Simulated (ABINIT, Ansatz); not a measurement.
**Ba2CaMoO6 (Fm-3m): G0W0 with ABINIT, start to end**

Wanted: ground state, empty states, screening and self-energy for Ba2CaMoO6 (Fm-3m).

Main program and level: ABINIT 10.8.3; LDA and many-body steps on it, plane waves.

### 1. The structure

The structure is cubic, space group Fm-3m (No. 225). The conventional cell has a = 8.380 Å, b = 8.380 Å, c = 8.380 Å, α = 90.00°, β = 90.00°, γ = 90.00°. Ba has 12 O at 2.97 Å nearest. Ca has 6 O at 2.28 Å nearest. Nearest to Mo lie 6 O at 1.91 Å. Nearest to O lie 1 Mo at 1.91 Å and 1 Ca at 2.28 Å and 4 Ba at 2.97 Å. Farther neighbours and most contacts between anions are not listed.

The cell and positions come from the Crystallography Open Database and are kept as given unless a step says otherwise. Spin-orbit coupling is left out unless a step names it.

### 2. Ground state

This step: ABINIT 10.8.3; DFT, LDA, plane waves, norm-conserving pseudopotentials.

The ground-state density comes first.

File run.abi:

```
acell 3*1.0 Angstrom
rprim 
  -0.000000000000 4.190056500000 4.190056500000
  4.190056500000 -0.000000000000 4.190056500000
  4.190056500000 4.190056500000 -0.000000000000
ntypat 4
znucl 56 20 42 8
natom 10
typat 1 1 2 3 4 4 4 4 4 4
xred 
  0.250000000000 0.250000000000 0.250000000000
  0.750000000000 0.750000000000 0.750000000000
  0.000000000000 0.000000000000 0.000000000000
  0.500000000000 0.500000000000 0.500000000000
  0.728140000000 0.271860000000 0.271860000000
  0.271860000000 0.728140000000 0.271860000000
  0.271860000000 0.728140000000 0.728140000000
  0.728140000000 0.271860000000 0.728140000000
  0.271860000000 0.271860000000 0.728140000000
  0.728140000000 0.728140000000 0.271860000000
pp_dirpath "pseudos"
pseudos "Ba.upf, Ca.upf, Mo.upf, O.upf"
ecut 36
ngkpt 4 4 4
nshiftk 1
shiftk 0 0 0
kptopt 1
chksymbreak 0
nband 49
occopt 1
tolvrs 1e-10
nstep 60
prtwf 0
optforces 0
optstress 0
indata_prefix "in"
outdata_prefix "out"
tmpdata_prefix "tmp"
```

Run with:

```sh
$ OMP_NUM_THREADS=1 mpirun -n 4 abinit run.abi > log
```

Numbers of over 12 decimals in the logs are rounded to 6 here.

Output:

```text
.Version 10.8.3 of ABINIT. v10.8.2 released Aug 2026.

 Symmetries : space group Fm -3 m (#225); Bravais cF (face-center cubic)
================================================================================
 Values of the parameters that define the memory need of the present run
     intxc =       0    ionmov =       0      iscf =       7    lmnmax =       6
     lnmax =       6     mgfft =      64  mpssoang =       3    mqgrid =    3001
     natom =      10  nloc_mem =       1    nspden =       1   nspinor =       1
    nsppol =       1      nsym =      48    n1xccc =    2501    ntypat =       4
    occopt =       1   xclevel =       1
-    mband =          49        mffmem =           1         mkmem =           2
       mpw =       10284          nfft =      262144          nkpt =           8
================================================================================
  Rough estimation (10% accuracy) of disk space for files :
================================================================================

--------------------------------------------------------------------------------
------------- Echo of variables that govern the present computation ------------
--------------------------------------------------------------------------------
 -outvars: echo values of preprocessed input variables --------
            acell      1.8897261259E+00  1.8897261259E+00  1.8897261259E+00 Bohr

      chksymbreak           0
             ecut      3.60000000E+01 Hartree
-          fftalg         312

              ixc       -1012
              kpt      0.00000000E+00  0.00000000E+00  0.00000000E+00
                       2.50000000E-01  0.00000000E+00  0.00000000E+00
                       5.00000000E-01  0.00000000E+00  0.00000000E+00
                       2.50000000E-01  2.50000000E-01  0.00000000E+00
                       5.00000000E-01  2.50000000E-01  0.00000000E+00
                      -2.50000000E-01  2.50000000E-01  0.00000000E+00
                       5.00000000E-01  5.00000000E-01  0.00000000E+00
                      -2.50000000E-01  5.00000000E-01  2.50000000E-01
         kptrlatt        4    0    0      0    4    0      0    0    4
          kptrlen      4.47913070E+01
P           mkmem           2
            natom          10
            nband          49
            ngfft          64      64      64
             nkpt           8
            nstep          60
             nsym          48
           ntypat           4
              occ      2.000000  2.000000  2.000000  2.000000  2.000000  2.000000
                       2.000000  2.000000  2.000000  2.000000  2.000000  2.000000
                       2.000000  2.000000  2.000000  2.000000  2.000000  2.000000
                       2.000000  2.000000  2.000000  2.000000  2.000000  2.000000
                       2.000000  2.000000  2.000000  2.000000  2.000000  2.000000
                       2.000000  2.000000  2.000000  2.000000  2.000000  2.000000
                       2.000000  2.000000  2.000000  2.000000  0.000000  0.000000
                       0.000000  0.000000  0.000000  0.000000  0.000000  0.000000
                       0.000000
        optforces           0
        optstress           0
            prtwf           0
            rprim     -0.0000000000E+00  4.1900565000E+00  4.1900565000E+00
                       4.1900565000E+00 -0.0000000000E+00  4.1900565000E+00
                       4.1900565000E+00  4.1900565000E+00 -0.0000000000E+00
          spgroup         225

           tolvrs      1.00000000E-10

             xred      2.5000000000E-01  2.5000000000E-01  2.5000000000E-01
                       7.5000000000E-01  7.5000000000E-01  7.5000000000E-01
[...]
znucl       56.00000   20.00000   42.00000    8.00000

================================================================================

 chkinp: Checking input parameters for consistency.

================================================================================
== DATASET  1 ==================================================================
-   mpi_nproc: 4, omp_nthreads: 1 (-1 if OMP is not activated)

--- !DatasetInfo
iteration_state: {dtset: 1, }
dimensions: {natom: 10, nkpt: 8, mband: 49, nsppol: 1, nspinor: 1, nspden: 1, mpw: 10284, }
cutoff_energies: {ecut:  36.0, pawecutdg:  -1.0, }
electrons: {nelect:   8.00000000E+01, charge:   0.00000000E+00, occopt:   1.00000000E+00, tsmear:   1.00000000E-02, }

 Real(R)+Recip(G) space primitive vectors, cartesian coordinates (Bohr,Bohr^-1):
 R(1)=  0.0000000  7.9180592  7.9180592  G(1)= -0.0631468  0.0631468  0.0631468
 R(2)=  7.9180592  0.0000000  7.9180592  G(2)=  0.0631468 -0.0631468  0.0631468
 R(3)=  7.9180592  7.9180592  0.0000000  G(3)=  0.0631468  0.0631468 -0.0631468
 Unit cell volume ucvol=  9.9285593E+02 bohr^3
 Angles (23,13,12)=  6.00000000E+01  6.00000000E+01  6.00000000E+01 degrees

 getcut: wavevector=  0.0000  0.0000  0.0000  ngfft=  64  64  64
         ecut(hartree)=     36.000   => boxcut(ratio)=   2.11607

--- Pseudopotential description ------------------------------------------------
- Ba Generated using ONCVPSP code by D. R. Hamann
- 56.00000  10.00000  180309                  znucl, zion, pspdat
12 -1012 2 -1 1912                            pspcod,pspxc,lmax,lloc,mmax
     nproj     2     2     2
  pspatm : epsatm=   25.95172157
[...]
--- l  ekb(1:nproj) -->
[...]
2   -1.033686
 pspatm: atomic psp has been read  and splines computed

   9.43553668E+03                                ecore*ucvol(ha*bohr**3)
--------------------------------------------------------------------------------

_setup2: Arith. and geom. avg. npw (full set) are   10248.328   10248.310

================================================================================

--- !BeginCycle
iteration_state: {dtset: 1, }
solver: {iscf: 7, nstep: 60, nline: 4, wfoptalg: 0, }
tolerances: {tolvrs: 1.00E-10, }

     iter   Etot(hartree)      deltaE(h)  residm     vres2
 ETOT  1  -263.54781161445    -2.635E+02 1.393E-01 8.150E+03
 ETOT  2  -258.13800597355     5.410E+00 3.375E-02 3.775E+04
 ETOT  3  -264.82925363745    -6.691E+00 3.465E-02 1.348E+03
 ETOT  4  -264.88777643595    -5.852E-02 7.910E-03 6.474E+02
 ETOT  5  -264.97506322809    -8.729E-02 2.072E-03 2.522E+01
 ETOT  6  -264.97830888146    -3.246E-03 1.417E-03 8.804E+00
 ETOT  7  -264.97923987669    -9.310E-04 4.470E-04 2.079E-01
 ETOT  8  -264.97927278908    -3.291E-05 3.717E-04 1.074E-02
 ETOT  9  -264.97927413351    -1.344E-06 1.346E-04 7.883E-05
 ETOT 10  -264.97927414281    -9.297E-09 1.771E-04 1.322E-05
 ETOT 11  -264.97927414395    -1.147E-09 5.195E-05 2.447E-07
 ETOT 12  -264.97927414400    -4.820E-11 1.035E-04 2.507E-09
 ETOT 13  -264.97927414400    -9.663E-13 5.921E-05 1.907E-10
 ETOT 14  -264.97927414404    -3.399E-11 7.622E-05 5.323E-12

 At SCF step   14       vres2   =  5.32E-12 < tolvrs=  1.00E-10 =>converged.

--- !ResultsGS
iteration_state: {dtset: 1, }
comment   : Summary of ground state results
lattice_vectors:
- [ -0.0000000,   7.9180592,   7.9180592, ]
- [  7.9180592,  -0.0000000,   7.9180592, ]
- [  7.9180592,   7.9180592,  -0.0000000, ]
lattice_lengths: [  11.19783,   11.19783,   11.19783, ]
lattice_angles: [ 60.000,  60.000,  60.000, ] # degrees, (23, 13, 12)
lattice_volume:   9.9285593E+02
convergence: {deltae: -3.399E-11, res2:  5.323E-12, residm:  7.622E-05, diffor:  0.000E+00, }
etotal    :  -2.64979274E+02
entropy   :   0.00000000E+00
fermie    :   2.08105578E-01
cartesian_stress_tensor: null
pressure_GPa: null
xred      :
- [  2.5000E-01,   2.5000E-01,   2.5000E-01, Ba]
- [  7.5000E-01,   7.5000E-01,   7.5000E-01, Ba]
- [  0.0000E+00,   0.0000E+00,   0.0000E+00, Ca]
- [  5.0000E-01,   5.0000E-01,   5.0000E-01, Mo]
- [  7.2814E-01,   2.7186E-01,   2.7186E-01,  O]
- [  2.7186E-01,   7.2814E-01,   2.7186E-01,  O]
- [  2.7186E-01,   7.2814E-01,   7.2814E-01,  O]
- [  7.2814E-01,   2.7186E-01,   7.2814E-01,  O]
- [  2.7186E-01,   2.7186E-01,   7.2814E-01,  O]
- [  7.2814E-01,   7.2814E-01,   2.7186E-01,  O]
cartesian_forces: null
force_length_stats: {min: null, max: null, mean: null, }

 Integrated electronic density in atomic spheres:
 ------------------------------------------------
 Atom  Sphere_radius  Integrated_density
[...]
================================================================================

 ----iterations are completed or convergence reached----

 Mean square residual over all n,k,spin=   87.244E-08; max=  76.217E-06
 reduced coordinates (array xred) for   10 atoms
[...]
0.271860000000      0.728140000000      0.271860000000
       0.271860000000      0.728140000000      0.728140000000
       0.728140000000      0.271860000000      0.728140000000
       0.271860000000      0.271860000000      0.728140000000
       0.728140000000      0.728140000000      0.271860000000
 rms dE/dt=  0.0000E+00; max dE/dt=  0.0000E+00; dE/dt below (all hartree)
    1       0.000000000000      0.000000000000      0.000000000000
    2       0.000000000000      0.000000000000      0.000000000000
    3       0.000000000000      0.000000000000      0.000000000000
    4       0.000000000000      0.000000000000      0.000000000000
    5       0.000000000000      0.000000000000      0.000000000000
    6       0.000000000000      0.000000000000      0.000000000000
    7       0.000000000000      0.000000000000      0.000000000000
    8       0.000000000000      0.000000000000      0.000000000000
    9       0.000000000000      0.000000000000      0.000000000000
   10       0.000000000000      0.000000000000      0.000000000000

 cartesian coordinates (angstrom) at end:
[...]
6      4.190056     2.278218     4.190056
    7      6.101895     4.190056     4.190056
    8      4.190056     6.101895     4.190056
    9      4.190056     4.190056     2.278218
   10      4.190056     4.190056     6.101895
 length scales=  1.889726125908  1.889726125908  1.889726125908 bohr
              =  1.000000000000  1.000000000000  1.000000000000 angstroms
 prteigrs : about to open file out_EIG
 Fermi (or HOMO) energy (hartree) =   0.20811   Average Vxc (hartree)=  -0.41461
 Eigenvalues (hartree) for nkpt=   8  k points:
 kpt#   1, nband= 49, wtk=  0.01563, kpt=  0.0000  0.0000  0.0000 (reduced coord)
  -2.04544   -1.13992   -1.09728   -1.09728   -1.09728   -0.72690   -0.72219   -0.46688
  -0.46688   -0.46688   -0.39546   -0.37954   -0.37954   -0.34294   -0.34294   -0.34294
  -0.19566   -0.19566   -0.19566   -0.17714   -0.17714   -0.17714    0.05336    0.05336
   0.07305    0.07956    0.07956    0.07956    0.14115    0.14115    0.14115    0.16865
   0.16865    0.16865    0.19552    0.19552    0.19552    0.20811    0.20811    0.20811
   0.30071    0.30071    0.30071    0.37333    0.37333    0.42031    0.43105    0.43105
   0.43105
 prteigrs : prtvol=0 or 1, do not print more k-points.

--- !EnergyTerms
iteration_state     : {dtset: 1, }
comment             : Components of total free energy in Hartree
kinetic             :  1.14488412271685E+02
hartree             :  6.09443264439132E+01
xc                  : -5.56919113005747E+01
Ewald energy        : -1.93516211223545E+02
psp_core            :  9.50342982832743E+00
local_psp           : -2.03698760950083E+02
non_local_psp       :  2.99144078624002E+00
total_energy        : -2.64979274144037E+02
total_energy_eV     : -7.21045337591307E+03
band_energy         : -2.04339677481473E+01

== END DATASET(S) ==============================================================
================================================================================

 -outvars: echo values of variables after computation  --------
           etotal     -2.6497927414E+02
            nband          49
             nkpt           8
          spgroup         225
 [... the other variables as echoed above ...]

 Calculation completed.
```

Elapsed: 76 s, on 4 MPI ranks of Arm Neoverse V1, shared host; peak memory 0.55 GiB.

Numbers from this step:

| Item | Value |
| --- | --- |
| total energy | -7210.4534 eV |
| gap | 2.125 eV |
| k of the valence top | 0, 0, 0 |
| k of the conduction bottom | 0.5, 0.5, 0 |
| least direct gap | 2.190 eV |

The gap is indirect, with the least direct gap 0.06 eV higher.

### 3. Empty states on the mesh, 2×2×2 mesh, 525 bands

The sums over transitions need many empty states on a uniform mesh; this step solves for them.

Changes to run.abi since step 2:

```diff
@@ -23,3 +23,3 @@
 ecut 36
-ngkpt 4 4 4
+ngkpt 2 2 2
 nshiftk 1
@@ -28,9 +28,10 @@
 chksymbreak 0
-nband 49
-occopt 1
-tolvrs 1e-10
+iscf -2
+irdden 1
+istwfk *1
+nband 525
+nbdbuf 46
+tolwfr 1e-09
 nstep 60
-prtwf 0
-optforces 0
-optstress 0
+prtvol 0
 indata_prefix "in"
```

Run with:

```sh
$ OMP_NUM_THREADS=1 mpirun -n 3 abinit run.abi > log
```

Output:

```text
.Version 10.8.3 of ABINIT. v10.8.2 released Aug 2026.

 Symmetries : space group Fm -3 m (#225); Bravais cF (face-center cubic)
[... echo of the input left out ...]
== DATASET  1 ==================================================================
-   mpi_nproc: 3, omp_nthreads: 1 (-1 if OMP is not activated)

--- !DatasetInfo
iteration_state: {dtset: 1, }
dimensions: {natom: 10, nkpt: 3, mband: 525, nsppol: 1, nspinor: 1, nspden: 1, mpw: 10272, }
cutoff_energies: {ecut:  36.0, pawecutdg:  -1.0, }
electrons: {nelect:   8.00000000E+01, charge:   0.00000000E+00, occopt:   1.00000000E+00, tsmear:   1.00000000E-02, }

 Real(R)+Recip(G) space primitive vectors, cartesian coordinates (Bohr,Bohr^-1):
 R(1)=  0.0000000  7.9180592  7.9180592  G(1)= -0.0631468  0.0631468  0.0631468
 R(2)=  7.9180592  0.0000000  7.9180592  G(2)=  0.0631468 -0.0631468  0.0631468
 R(3)=  7.9180592  7.9180592  0.0000000  G(3)=  0.0631468  0.0631468 -0.0631468
 Unit cell volume ucvol=  9.9285593E+02 bohr^3
 Angles (23,13,12)=  6.00000000E+01  6.00000000E+01  6.00000000E+01 degrees

 getcut: wavevector=  0.0000  0.0000  0.0000  ngfft=  64  64  64
         ecut(hartree)=     36.000   => boxcut(ratio)=   2.11607

--- Pseudopotential description ------------------------------------------------
- Ba Generated using ONCVPSP code by D. R. Hamann
- 56.00000  10.00000  180309                  znucl, zion, pspdat
12 -1012 2 -1 1912                            pspcod,pspxc,lmax,lloc,mmax
     nproj     2     2     2
  pspatm : epsatm=   25.95172157
         --- l  ekb(1:nproj) -->
             0    6.668455    0.685657
             1    5.046948    0.410312
             2    2.551809    0.419281
 pspatm: atomic psp has been read  and splines computed

- Ca Generated using ONCVPSP code by D. R. Hamann
- 20.00000  10.00000  180309                  znucl, zion, pspdat
12 -1012 2 -1 1724                            pspcod,pspxc,lmax,lloc,mmax
     nproj     2     2     2
  pspatm : epsatm=   12.51424511
         --- l  ekb(1:nproj) -->
[...]
pspatm: atomic psp has been read  and splines computed

- Mo Generated using ONCVPSP code by D. R. Hamann
- 42.00000  14.00000  180309                  znucl, zion, pspdat
12 -1012 2 -1 1602                            pspcod,pspxc,lmax,lloc,mmax
     nproj     2     2     2
  pspatm : epsatm=   15.87300509
         --- l  ekb(1:nproj) -->
[...]
pspatm: atomic psp has been read  and splines computed

- O Generated using ONCVPSP code by D. R. Hamann
-  8.00000   6.00000  201201                  znucl, zion, pspdat
12 -1012 2 -1 926                             pspcod,pspxc,lmax,lloc,mmax
     nproj     2     2     1
  pspatm : epsatm=    6.27558587
         --- l  ekb(1:nproj) -->
[...]
2   -1.033686
 pspatm: atomic psp has been read  and splines computed

[...]
-7.2219E-01 -4.6688E-01 -4.6688E-01 -4.6688E-01 -3.9546E-01 -3.7954E-01
 -3.7954E-01 -3.4294E-01 -3.4294E-01 -3.4294E-01 -1.9566E-01 -1.9566E-01
[...]
4.3845E+00  4.3845E+00  4.3944E+00  4.3944E+00  4.4183E+00  4.4428E+00
  4.4428E+00  4.4432E+00  4.4715E+00  4.4730E+00  4.4860E+00  4.4880E+00
[...]
prteigrs : prtvol=0 or 1, do not print more k-points.

--- !ResultsGS
iteration_state: {dtset: 1, }
comment   : Summary of ground state results
lattice_vectors:
- [ -0.0000000,   7.9180592,   7.9180592, ]
- [  7.9180592,  -0.0000000,   7.9180592, ]
- [  7.9180592,   7.9180592,  -0.0000000, ]
lattice_lengths: [  11.19783,   11.19783,   11.19783, ]
lattice_angles: [ 60.000,  60.000,  60.000, ] # degrees, (23, 13, 12)
lattice_volume:   9.9285593E+02
convergence: {deltae:  0.000E+00, res2:  0.000E+00, residm:  9.993E-10, diffor:  0.000E+00, }
etotal    :  -2.64979274E+02
entropy   :   0.00000000E+00
fermie    :   2.08105578E-01
cartesian_stress_tensor: null
pressure_GPa: null
xred      :
- [  2.5000E-01,   2.5000E-01,   2.5000E-01, Ba]
- [  7.5000E-01,   7.5000E-01,   7.5000E-01, Ba]
- [  0.0000E+00,   0.0000E+00,   0.0000E+00, Ca]
- [  5.0000E-01,   5.0000E-01,   5.0000E-01, Mo]
- [  7.2814E-01,   2.7186E-01,   2.7186E-01,  O]
- [  2.7186E-01,   7.2814E-01,   2.7186E-01,  O]
- [  2.7186E-01,   7.2814E-01,   7.2814E-01,  O]
- [  7.2814E-01,   2.7186E-01,   7.2814E-01,  O]
- [  2.7186E-01,   2.7186E-01,   7.2814E-01,  O]
- [  7.2814E-01,   7.2814E-01,   2.7186E-01,  O]
cartesian_forces: null
force_length_stats: {min: null, max: null, mean: null, }

 Integrated electronic density in atomic spheres:
 ------------------------------------------------
 Atom  Sphere_radius  Integrated_density
[...]
================================================================================

 ----iterations are completed or convergence reached----

 Mean square residual over all n,k,spin=   40.583E-11; max=  99.927E-11
 reduced coordinates (array xred) for   10 atoms
[...]
0.271860000000      0.271860000000      0.728140000000
       0.728140000000      0.728140000000      0.271860000000

 cartesian coordinates (angstrom) at end:
    1      2.095028     2.095028     2.095028
    2      6.285085     6.285085     6.285085
    3      0.000000     0.000000     0.000000
[...]
9      4.190056     4.190056     2.278218
   10      4.190056     4.190056     6.101895
 length scales=  1.889726125908  1.889726125908  1.889726125908 bohr
              =  1.000000000000  1.000000000000  1.000000000000 angstroms
 prteigrs : about to open file out_EIG
 Eigenvalues (hartree) for nkpt=   3  k points:
 kpt#   1, nband=525, wtk=  0.12500, kpt=  0.0000  0.0000  0.0000 (reduced coord)
[...]
4.35850    4.36774    4.38425    4.38425    4.38425    4.38453    4.38453    4.38453
   4.39440    4.39440    4.41826    4.44276    4.44282    4.44319    4.47155    4.47301
   4.48604    4.48795    4.48987    4.49084    4.49359
 prteigrs : prtvol=0 or 1, do not print more k-points.

== END DATASET(S) ==============================================================
================================================================================

 -outvars: echo values of variables after computation  --------
            nband         525
             nkpt           3
          spgroup         225
 [... the other variables as echoed above ...]

 Calculation completed.
```

Elapsed: 8.7 min, on 3 MPI ranks; peak memory 0.6 GiB.

Numbers from this step:

```
gap                                                           : 2.125 eV
k of the valence top                                          : 0, 0, 0
k of the conduction bottom                                    : 0.5, 0.5, 0
least direct gap                                              : 2.190 eV
k points computed                                             : 3
lowest point of the top converged band, above the valence top : 109.1068 eV
```

On this mesh the gap is 2.125 eV.

(Continued in part 2 of 2.)

[Paths, hosts, dates, memory and timing lines, banners, echoed tables and standing remarks are left out of the program output.]

[Logs are printed without paths, hosts, clocks, repeated set-up lines and the standing remarks that a program may print on its own settings, such as how far it seeks lower states.]

[Runs of the session that timed out or met a known fault of the program may be left out.]

[Hosts, paths, dates, database ids (printed as entryN), source tags and the programs' standing remarks are cut or masked in the printed files.]

[G0W0 gaps are taken among the corrected bands and points alone; a level outside them can change the order at an edge.]

[Where Ansatz stands beside ABINIT at settings called matched, ABINIT's density can come from a denser mesh and the files from another edition; pairs whose starting gaps differed by over 0.03 eV were left out, so agreement reads better than it is.]
